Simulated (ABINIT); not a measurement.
# Cl (Cmce): G0W0 with ABINIT, start to end, part 3 of 3

Wanted: ground state, empty states, screening and self-energy for Cl (Cmce).

ABINIT 10.8.3; PBE and many-body steps on it, plane waves. Known limits of the many-body steps: not at the basis limit; coarse k mesh.

So far. Step 3 (Bands along the symmetry lines): The gap is 2.457 eV, −0.012 eV from the run before at this level. Step 4 (Empty states on the mesh, 4×4×2 mesh, 111 bands): On this mesh the gap is 2.469 eV.

## 5. Screening, 4×4×2 mesh, 101 bands, screening to 108.8 eV

The RPA dielectric matrix is built and inverted for each q.

This step: RPA screening on PBE, plane waves, norm-conserving pseudopotentials.

Contents of run.abi:

```
acell 3*1.0 Angstrom
rprim 
  3.145000000000 -2.250000000000 0.000000000000
  3.145000000000 2.250000000000 0.000000000000
  0.000000000000 0.000000000000 8.210000000000
ntypat 1
znucl 17
natom 4
typat 1 1 1 1
xred 
  0.870000000000 0.130000000000 0.100000000000
  0.630000000000 0.370000000000 0.600000000000
  0.130000000000 0.870000000000 0.900000000000
  0.370000000000 0.630000000000 0.400000000000
pp_dirpath "pseudos"
pseudos "Cl.upf"
ecut 25
ngkpt 4 4 2
nshiftk 1
shiftk 0 0 0
kptopt 1
chksymbreak 0
istwfk *1
occopt 1
irdwfk 1
optdriver 3
nband 101
ecuteps 4
inclvkb 2
awtr 1
symchi 1
indata_prefix "in"
outdata_prefix "out"
tmpdata_prefix "tmp"
```

Started as:

```sh
OMP_NUM_THREADS=1 mpirun -n 8 abinit run.abi > log
```

Numbers of over 12 decimals in the logs are rounded to 6 here.

The program printed:

```text
.Version 10.8.3 of ABINIT. v10.8.2 released Aug 2026.

 Symmetries : space group Cm c a (# 64); Bravais oC (1-face-center ortho.)
[... echo of the input left out ...]
== DATASET  1 ==================================================================
-   mpi_nproc: 8, omp_nthreads: 1 (-1 if OMP is not activated)

--- !DatasetInfo
iteration_state: {dtset: 1, }
dimensions: {natom: 4, nkpt: 14, mband: 101, nsppol: 1, nspinor: 1, nspden: 1, mpw: 4726, }
cutoff_energies: {ecut:  25.0, pawecutdg:  -1.0, }
electrons: {nelect:   2.80000000E+01, charge:   0.00000000E+00, occopt:   1.00000000E+00, tsmear:   1.00000000E-02, }

 SCREENING: Calculation of the susceptibility and dielectric matrices

 Based on a program developped by R.W. Godby, V. Olevano, G. Onida, and L. Reining.
 Incorporated in ABINIT by V. Olevano, G.-M. Rignanese, and M. Torrent.
.Using double precision arithmetic ; gwpc =  8

[... cell and pseudopotentials left out ...]
--------------------------------------------------------------------------------

 ==== K-mesh for the wavefunctions ====
 Number of points in the irreducible wedge :    14
[... list of points left out ...]
 Together with  8 symmetry operations and time-reversal symmetry
 yields    32 points in the full Brillouin Zone.

 ==== Q-mesh for the screening function ====
 Number of points in the irreducible wedge :    14
[... list of points left out ...]
 Together with  8 symmetry operations and time-reversal symmetry
 yields    32 points in the full Brillouin Zone.

 setmesh: FFT mesh size selected  =    24x   24x   50
          total number of points  =        28800

 vcoul_init : cutoff-mode = AUXILIARY_FUNCTION
 q-points for optical limit:   1
     1)      0.000010    0.000020    0.000030

- screening: taking advantage of time-reversal symmetry
- Maximum band index for partially occupied states nbvw = 14
- Remaining bands to be divided among processors   nbcw = 87
- Number of bands treated by each node ~10

 Number of electrons calculated from density =   28.0000; Expected =   28.0000
 average of density, n =  0.035710
 r_s =    1.8838
 omega_plasma =   18.2284 [eV]

 calculating chi0 at frequencies [eV] :
  1    0.000000E+00    0.000000E+00
  2    0.000000E+00    1.822838E+01

--------------------------------------------------------------------------------
  q-point number  1        q = ( 0.000000, 0.000000, 0.000000) [r.l.u.]
--------------------------------------------------------------------------------
[... chi0 elements left out ...]
 For q-point:  0.000010 0.000020 0.000030
  dielectric constant =   2.8165
  dielectric constant without local fields =   3.4583

  Average fulfillment of the sum rule on Im[epsilon] for q-point    1 :     66.23  [%]
[... wings left out ...]
  q-point number  2        q = ( 0.250000, 0.000000, 0.000000) [r.l.u.]
--------------------------------------------------------------------------------
[... chi0 elements left out ...]
  Average fulfillment of the sum rule on Im[epsilon] for q-point    2 :     71.29  [%]

 [... 12 further q-points ...]
```

It took 33 s on 8 MPI ranks of Arm Neoverse V2, shared host; peak memory 2.1 GiB; 4.4 min of CPU time.

Numbers from this step:

- ε∞ with local fields, on this mesh, along the program's q direction: 2.817
- the same without local fields: 3.458
- plasma frequency: 18.23 eV
- plane waves in the screening matrix: 299

Local fields lower ε∞ by 19 %. On a Γ-centred mesh this coarse the value itself is usually too large, while a short band sum pulls it down.

## 6. Self-energy, 4×4×2 mesh, 101 bands, screening to 108.8 eV

The self-energy is evaluated for the states that the input lists, and the levels follow from it, in one-shot runs by the linearised quasiparticle equation.

This step: G0W0 on PBE, plane waves, norm-conserving pseudopotentials.

run.abi, as its differences from that of step 5:

```diff
@@ -25,8 +25,17 @@
 irdwfk 1
-optdriver 3
+optdriver 4
 nband 101
+gwcalctyp 0
+ecutsigx 25
+symsigma 1
+nkptgw 2
+kptgw 
+  0.5000000000 0.5000000000 0.0000000000
+  0.0000000000 0.0000000000 0.0000000000
+bdgw 
+  13 16
+  13 16
 ecuteps 4
-inclvkb 2
-awtr 1
-symchi 1
+irdscr 1
+ppmodel 1
 indata_prefix "in"
```

The program printed:

```text
.Version 10.8.3 of ABINIT. v10.8.2 released Aug 2026.

 Symmetries : space group Cm c a (# 64); Bravais oC (1-face-center ortho.)
[... echo of the input left out ...]
== DATASET  1 ==================================================================
-   mpi_nproc: 8, omp_nthreads: 1 (-1 if OMP is not activated)

--- !DatasetInfo
iteration_state: {dtset: 1, }
dimensions: {natom: 4, nkpt: 14, mband: 101, nsppol: 1, nspinor: 1, nspden: 1, mpw: 4726, }
cutoff_energies: {ecut:  25.0, pawecutdg:  -1.0, }
electrons: {nelect:   2.80000000E+01, charge:   0.00000000E+00, occopt:   1.00000000E+00, tsmear:   1.00000000E-02, }

 SIGMA: Calculation of the GW corrections

 Based on a program developped by R.W. Godby, V. Olevano, G. Onida, and L. Reining.
 Incorporated in ABINIT by V. Olevano, G.-M. Rignanese, and M. Torrent.
.Using double precision arithmetic ; gwpc =  8

[... cell and pseudopotentials left out ...]
--------------------------------------------------------------------------------

 ==== K-mesh for the wavefunctions ====
 Number of points in the irreducible wedge :    14
[... list of points left out ...]
 Together with  8 symmetry operations and time-reversal symmetry
 yields    32 points in the full Brillouin Zone.

 ==== Q-mesh for screening function ====
 Number of points in the irreducible wedge :    14
[... list of points left out ...]
 Together with  8 symmetry operations and time-reversal symmetry
 yields    32 points in the full Brillouin Zone.

 vcoul_init : cutoff-mode = AUXILIARY_FUNCTION
 q-points for optical limit:   1
     1)      0.000010    0.000020    0.000030
 setmesh: FFT mesh size selected  =    36x   36x   72
          total number of points  =        93312

 Number of electrons calculated from density =   28.0000; Expected =   28.0000
 average of density, n =  0.035710
 r_s =    1.8838
 omega_plasma =   18.2284 [eV]

 === KS Band Gaps ===
  >>>> For spin  1
   Minimum direct gap =   2.5251 [eV], located at k-point      :   0.0000  0.0000  0.0000
   Fundamental gap    =   2.4691 [eV], Top of valence bands at :   0.5000  0.5000  0.0000
                                       Bottom of conduction at :   0.0000  0.0000  0.0000
 SIGMA fundamental parameters:
 PLASMON POLE MODEL  1
 number of plane-waves for SigmaX                 4675
 number of plane-waves for SigmaC and W            299
 number of plane-waves for wavefunctions          4675
 number of bands                                   101
 number of independent spin polarizations            1
 number of spinorial components                      1
 number of k-points in IBZ                          14
 number of q-points in IBZ                          14
 number of symmetry operations                       8
 number of k-points in BZ                           32
 number of q-points in BZ                           32
 number of frequencies for dSigma/dE                 9
 frequency step for dSigma/dE [eV]                0.25
 number of omega for Sigma on real axis              0
 max omega for Sigma on real axis  [eV]           0.00
 zcut for avoiding poles [eV]                     0.10

 EPSILON^-1 parameters (SCR file):
 dimension of the eps^-1 matrix on file            299
 dimension of the eps^-1 matrix used               299
 number of plane-waves for wavefunctions          4675
 number of bands                                   101
 number of q-points in IBZ                          14
 number of frequencies                               2
 number of real frequencies                          1
 number of imag frequencies                          1

 matrix elements of self-energy operator (all in [eV])

 Perturbative Calculation

--- !SelfEnergy_ee
iteration_state: {dtset: 1, }
kpoint     : [   0.500,    0.500,    0.000, ]
spin       : 1
KS_gap     :    2.546
QP_gap     :    5.775
Delta_QP_KS:    3.229
data: !SigmaeeData |
     Band     E0 <VxcDFT>   SigX SigC(E0)      Z dSigC/dE  Sig(E)    E-E0       E
       13  -1.186 -14.321 -18.741   2.716   0.790  -0.265 -15.668  -1.347  -2.533
       14  -0.824 -14.674 -19.122   2.694   0.793  -0.260 -16.066  -1.392  -2.216
       15   1.722 -14.106  -8.998  -2.797   0.795  -0.258 -12.269   1.837   3.560
       16   1.912 -14.243  -9.064  -2.811   0.793  -0.261 -12.365   1.878   3.790

--- !SelfEnergy_ee
iteration_state: {dtset: 1, }
kpoint     : [   0.000,    0.000,    0.000, ]
spin       : 1
KS_gap     :    2.525
QP_gap     :    5.688
Delta_QP_KS:    3.163
data: !SigmaeeData |
     Band     E0 <VxcDFT>   SigX SigC(E0)      Z dSigC/dE  Sig(E)    E-E0       E
       13  -0.970 -14.511 -19.022   2.721   0.793  -0.262 -15.930  -1.419  -2.389
       14  -0.880 -14.708 -19.184   2.726   0.792  -0.262 -16.095  -1.387  -2.267
       15   1.645 -13.980  -8.981  -2.771   0.797  -0.255 -12.204   1.776   3.421
       16   2.208 -14.626  -9.222  -2.936   0.789  -0.267 -12.679   1.948   4.155

== END DATASET(S) ==============================================================
================================================================================

 -outvars: echo values of variables after computation  --------
           etotal      0.0000000000E+00
            nband         101
             nkpt          14
          spgroup          64
 [... the other variables as echoed above ...]

 Calculation completed.
```

Run time: 7.1 s. Hardware: 8 MPI ranks; peak memory 1.9 GiB.

This step gave:

```yaml
g0w0_gap_on_the_points_computed: 5.637 eV
starting_gap_on_the_mesh: 2.469 eV
k_of_the_valence_top: 0.5, 0.5, 0
k_of_the_conduction_bottom: 0, 0, 0
z_at_the_valence_top: 0.793
z_at_the_conduction_bottom: 0.797
least_direct_g0w0_gap_on_the_computed_points: 5.688 eV
```

The gap on the mesh goes from 2.47 eV to 5.64 eV, a correction of +3.17 eV.

Limits: finite bands, cutoff and mesh; coarse k mesh. v1 is the top filled band, c1 the lowest empty one. The levels before and after the correction (eV, zero at the valence-band top of each column):

|  | conduction bottom | valence top |
| --- | --- | --- |
| Kohn-Sham | 2.47 | 0.00 |
| G0W0 | 5.64 | 0.00 |

```
                    level  energy (eV)
Kohn-Sham  (0.5 0.5 0) v2       -0.362
Kohn-Sham  (0.5 0.5 0) v1        0.000
Kohn-Sham  (0.5 0.5 0) c1        2.546
Kohn-Sham  (0.5 0.5 0) c2        2.736
Kohn-Sham            Γ v2       -0.146
Kohn-Sham            Γ v1       -0.056
Kohn-Sham            Γ c1        2.469
Kohn-Sham            Γ c2        3.031
     G0W0  (0.5 0.5 0) v2       -0.317
     G0W0  (0.5 0.5 0) v1        0.000
     G0W0  (0.5 0.5 0) c1        5.776
     G0W0  (0.5 0.5 0) c2        6.006
     G0W0            Γ v2       -0.173
     G0W0            Γ v1       -0.051
     G0W0            Γ c1        5.637
     G0W0            Γ c2        6.371
```

## 7. Where the time went

Times are wall times on 8 MPI ranks of Arm Neoverse V2, shared host, good to a factor of about two.

```
                          step   time  share  memory (GiB)
                  ground state   15 s   15 %          0.65
bands along the symmetry lines   17 s   17 %          0.63
      empty states on the mesh   24 s   25 %          0.65
                     screening   33 s   34 %           2.1
                   self-energy  7.1 s    7 %           1.9
```

## 8. What came out

```yaml
pbe_gap: 2.46 eV, indirect
g0w0_gap_on_the_mesh: 5.64 eV
gw_settings: 4×4×2 mesh, 101 bands, screening to 108.8 eV, Godby-Needs plasmon pole
known_limits: not at the basis limit; coarse k mesh
```

G0W0 moves the gap on the mesh from 2.47 eV to 5.64 eV (+3.17 eV), with Z of 0.79 and 0.80 at the edges. Local fields lower the RPA ε∞ on this mesh from 3.46 to 2.82; a Γ-centred mesh this coarse tends to raise both, most where the direct gap is narrow, while a short band sum lowers them. Only 2 of the mesh's irreducible points were corrected, so a valley elsewhere could overtake. Bands and cutoff are finite, so the gap is not at the basis limit. The miss can reach some tenths of an eV and take either sign; the mesh is an error of its own. In the G0W0 run levels were corrected at 2 k points alone, so a gap called «on the mesh» is the least over those, and an edge elsewhere would be missed. The 4×4×2 mesh is coarse for this cell, which bears on the long-range parts of exchange and screening.

[Paths, hosts, dates, memory and timing lines, banners, echoed tables and standing remarks are left out of the program output.]

[Logs are printed without paths, hosts, clocks, repeated set-up lines and the standing remarks that a program may print on its own settings, such as how far it seeks lower states.]

[Runs of the session that timed out or met a known fault of the program may be left out.]

[Hosts, paths, dates, database ids (printed as entryN), source tags and the programs' standing remarks are cut or masked in the printed files.]

[G0W0 gaps are taken among the corrected bands and points alone; a level outside them can change the order at an edge.]

[Where Ansatz stands beside ABINIT at settings called matched, ABINIT's density can come from a denser mesh and the files from another edition; pairs whose starting gaps differed by over 0.03 eV were left out, so agreement reads better than it is.]
